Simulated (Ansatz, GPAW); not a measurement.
# A 6-layer slab of Ni(111): converging a work function, part 3 of 3

Wanted: a convergence study on the slab a 6-layer slab of Ni(111).

GPAW 26.7.0 and Ansatz 0.2.0; Ansatz plane waves; slab in vacuum with a dipole correction, relaxation (the session's first sound run).

So far, upper work function (eV): step 2 (relaxation, PBE) 5.06; step 3 (the slab's potential, PBE, GPAW) 5.10; step 6 (cutoff 700: ecut = 700, PBE, GPAW) 5.10; step 9 (K mesh 21×21: kpts = [21, 21], PBE, GPAW) 5.10; step 10 (scheme Methfessel-Paxton of order 0 (Gaussian), smearing 0.2, PBE, GPAW) 5.10.

## 12. Without the dipole layer

Level of this step: GPAW, PAW setups; slab in vacuum (GPAW).

The dipole layer is taken out and the cell repeats along the normal.

run.py

```python
import json
import numpy as np
from ase import Atoms
from gpaw import GPAW, PW

slab = Atoms(
    ['Ni', 'Ni', 'Ni', 'Ni', 'Ni', 'Ni'],
    positions=[
        [1.24451, 0.71852, 7.00000],
        [2.48902, 1.43703, 9.03227],
        [0.00000, 0.00000, 11.06455],
        [1.24451, 0.71852, 13.09838],
        [2.48902, 1.43703, 15.12954],
        [-0.00000, -0.00000, 17.13529]],
    cell=[[2.48902, 0.0, 0.0], [1.24451, 2.15555, 0.0], [0.0, 0.0, 24.16136]],
    pbc=[True, True, True],
    magmoms=[0.7, 0.7, 0.7, 0.7, 0.7, 0.7])

slab.calc = GPAW(mode=PW(400), xc='PBE', kpts={'size': (14, 14, 1), 'gamma': True},
                 occupations={'name': 'fermi-dirac', 'width': 0.1}, nbands='140%',
                 convergence={'density': 1e-05}, maxiter=200,
                 symmetry={'tolerance': 1e-3}, txt='slab.txt')
result = {}
energy = slab.get_potential_energy()
fermi = slab.calc.get_fermi_level()
v = slab.calc.get_electrostatic_potential().mean((0, 1)) - fermi
n = slab.calc.get_pseudo_density().mean((0, 1))
L = slab.cell[2, 2]
z = np.arange(len(v)) * L / len(v)
low, high = slab.positions[:, 2].min(), slab.positions[:, 2].max()
below, above = np.interp([low - 4.8, high + 4.8], z, v)
slopes = [np.interp(x, z, np.gradient(v, z)) for x in (low - 4.8, high + 4.8)]
eps = np.array([[slab.calc.get_eigenvalues(k, s) for k in range(len(slab.calc.get_ibz_k_points()))]
                for s in range(slab.calc.get_number_of_spins())]) - fermi
top, bottom = eps[eps < 0].max(), eps[eps > 0].min()
dipole = slab.get_dipole_moment()[2]
print(f'energy {energy:.4f} eV, Fermi level {fermi:.4f} eV, dipole {dipole:.5f} e A')
print(f'potential 4.8 A off the faces, from the Fermi level: lower {below:.4f} eV, upper {above:.4f} eV')
print(f'slope of the potential there: lower {slopes[0]:.5f}, upper {slopes[1]:.5f} eV/A')
print(f'nearest levels on the mesh: {top:.4f} and {bottom:.4f} eV')
print('magnetic moment', round(slab.get_magnetic_moment(), 3))
result.update(energy=energy, fermi=fermi, dipole=dipole, below=below, above=above, slopes=slopes, edges=[top, bottom],
              z=z.tolist(), v=v.tolist(), n=n.tolist(), positions=slab.positions.tolist(),
              forces=slab.get_forces(apply_constraint=False).tolist(), moments=slab.get_magnetic_moments().tolist())
json.dump(result, open('result.json', 'w'))
```

Launch:

```console
> OMP_NUM_THREADS=1 OPENBLAS_NUM_THREADS=1 python run.py
```

Output:

```text
energy -42.1809 eV, Fermi level 1.8420 eV, dipole 0.00092 e A
potential 4.8 A off the faces, from the Fermi level: lower 5.1052 eV, upper 5.1023 eV
slope of the potential there: lower 0.00010, upper 0.00122 eV/A
nearest levels on the mesh: -0.0036 and 0.0160 eV
magnetic moment 3.919
```

Run time: 4.1 min. Hardware: 1 thread of AMD EPYC 7R13 (Zen 3), shared host; peak memory 0.31 GiB.

The run finished with changed settings (dipole = false and pbc_z = true); it serves as a test.

Side by side:

| quantity | this run | sound run | difference |
| --- | --- | --- | --- |
| upper work function (eV) | 5.1023 | 5.1005 | 0.00176 |
| lower work function (eV) | 5.1052 | 5.1066 | -0.00145 |
| sum of the site moments (μB) | 4.1647 | 4.1649 | -2.2e-4 |

## 13. Side by side

Results and costs are gathered.

This step: comparison of work functions, dipole and cost (GPAW 26.7.0).

Ladder, by row:

| step | code | work function, upper (eV) | work function, lower (eV) | dipole (e Å) | wall time (s) | peak memory (GiB) | threads |
| --- | --- | --- | --- | --- | --- | --- | --- |
| pw | GPAW | 5.101 | 5.107 | 6.23e-4 | 354.1 | 0.31 | 1 |
| ecut200 | GPAW | 5.131 | 5.139 | 5.13e-4 | 271.8 | 0.2 | 1 |
| ecut300 | GPAW | 5.111 | 5.118 | 6.83e-4 | 266.5 | 0.24 | 1 |
| ecut700 | GPAW | 5.097 | 5.105 | 6.62e-4 | 925 | 0.57 | 1 |
| k5 | GPAW | 5.141 | 5.157 | 8.82e-4 | 127.5 | 0.21 | 1 |
| k8 | GPAW | 5.127 | 5.137 | 7.13e-4 | 163.8 | 0.23 | 1 |
| k21 | GPAW | 5.102 | 5.11 | 6.73e-4 | 705.1 | 0.45 | 1 |
| smear | GPAW | 5.098 | 5.105 | 6.57e-4 | 488.5 | 0.31 | 1 |
| nodip | GPAW | 5.102 | 5.105 | 9.16e-4 | 246.8 | 0.31 | 1 |

## 14. A changed run

One more run, with changed settings.

This step: GPAW, PAW setups; slab in vacuum (GPAW 26.7.0).

Edit run.py of step 12 so:

```diff
@@ -15,3 +15,3 @@
     cell=[[2.48902, 0.0, 0.0], [1.24451, 2.15555, 0.0], [0.0, 0.0, 24.16136]],
-    pbc=[True, True, True],
+    pbc=[True, True, False],
     magmoms=[0.7, 0.7, 0.7, 0.7, 0.7, 0.7])
@@ -20,3 +20,4 @@
                  occupations={'name': 'fermi-dirac', 'width': 0.1}, nbands='140%',
-                 convergence={'density': 1e-05}, maxiter=200,
+                 convergence={'density': 1e-05}, maxiter=100,
+                 poissonsolver={'dipolelayer': 'xy'},
                  symmetry={'tolerance': 1e-3}, txt='slab.txt')
@@ -30,4 +31,4 @@
 low, high = slab.positions[:, 2].min(), slab.positions[:, 2].max()
-below, above = np.interp([low - 4.8, high + 4.8], z, v)
-slopes = [np.interp(x, z, np.gradient(v, z)) for x in (low - 4.8, high + 4.8)]
+below, above = np.interp([low - 1.0, high + 1.0], z, v)
+slopes = [np.interp(x, z, np.gradient(v, z)) for x in (low - 1.0, high + 1.0)]
 eps = np.array([[slab.calc.get_eigenvalues(k, s) for k in range(len(slab.calc.get_ibz_k_points()))]
@@ -37,3 +38,3 @@
 print(f'energy {energy:.4f} eV, Fermi level {fermi:.4f} eV, dipole {dipole:.5f} e A')
-print(f'potential 4.8 A off the faces, from the Fermi level: lower {below:.4f} eV, upper {above:.4f} eV')
+print(f'potential 1.0 A off the faces, from the Fermi level: lower {below:.4f} eV, upper {above:.4f} eV')
 print(f'slope of the potential there: lower {slopes[0]:.5f}, upper {slopes[1]:.5f} eV/A')
```

Output:

```text
energy -42.1809 eV, Fermi level 1.8421 eV, dipole 0.00066 e A
potential 1.0 A off the faces, from the Fermi level: lower 1.5834 eV, upper 1.5894 eV
slope of the potential there: lower -9.36846, upper 9.32612 eV/A
nearest levels on the mesh: -0.0036 and 0.0160 eV
magnetic moment 3.919
```

Run time: 5.6 min. Hardware: 1 thread; peak memory 0.31 GiB.

The run finished. A setting was moved off its sound value on purpose, so it serves as a test and not as the result.

The fault put into the input: the potential probed 1 A off the face (probe = 1.0).

## 15. What came out

- work function, upper and lower face: 5.100 and 5.107 eV
- dipole along the normal: 6.2e-4 e Å, near the numerical noise

**Reading.** With plane waves and PBE the work function is 5.10 eV on the upper face and 5.11 eV on the lower. The measured value for this face is 5.36 eV (as compiled in "Anisotropic work function of elemental crystals", 2019, arxiv:1902.07811); the relaxed upper face lies 0.26 eV under it with PBE. Measured work functions scatter by a tenth of an eV or more between methods. The other smearing (Gaussian of 0.2 eV in place of Fermi-Dirac of 0.1) moves the two faces by -0.0025 and -0.0013 eV on the same mesh; a mesh is converged only for its smearing. Over the sound runs of the table the upper face's work function spans 5.097 (ecut700) to 5.102 eV (k21). The small printed dipole stands for a step of -21 meV from the lower to the upper face, and the probes find -6.1 meV; values this small are near the numerical noise of both. One magnetic start was tried; another order may lie lower. The in-plane lattice was kept as typed, which isn't the functional's own and leaves some strain; spin-orbit coupling and temperature are left out.

[Logs are printed without paths, hosts, clocks, repeated set-up lines and the standing remarks that a program may print on its own settings, such as how far it seeks lower states.]

[Hosts, paths, dates, database ids (printed as entryN), source tags and the programs' standing remarks are cut or masked in the printed files.]
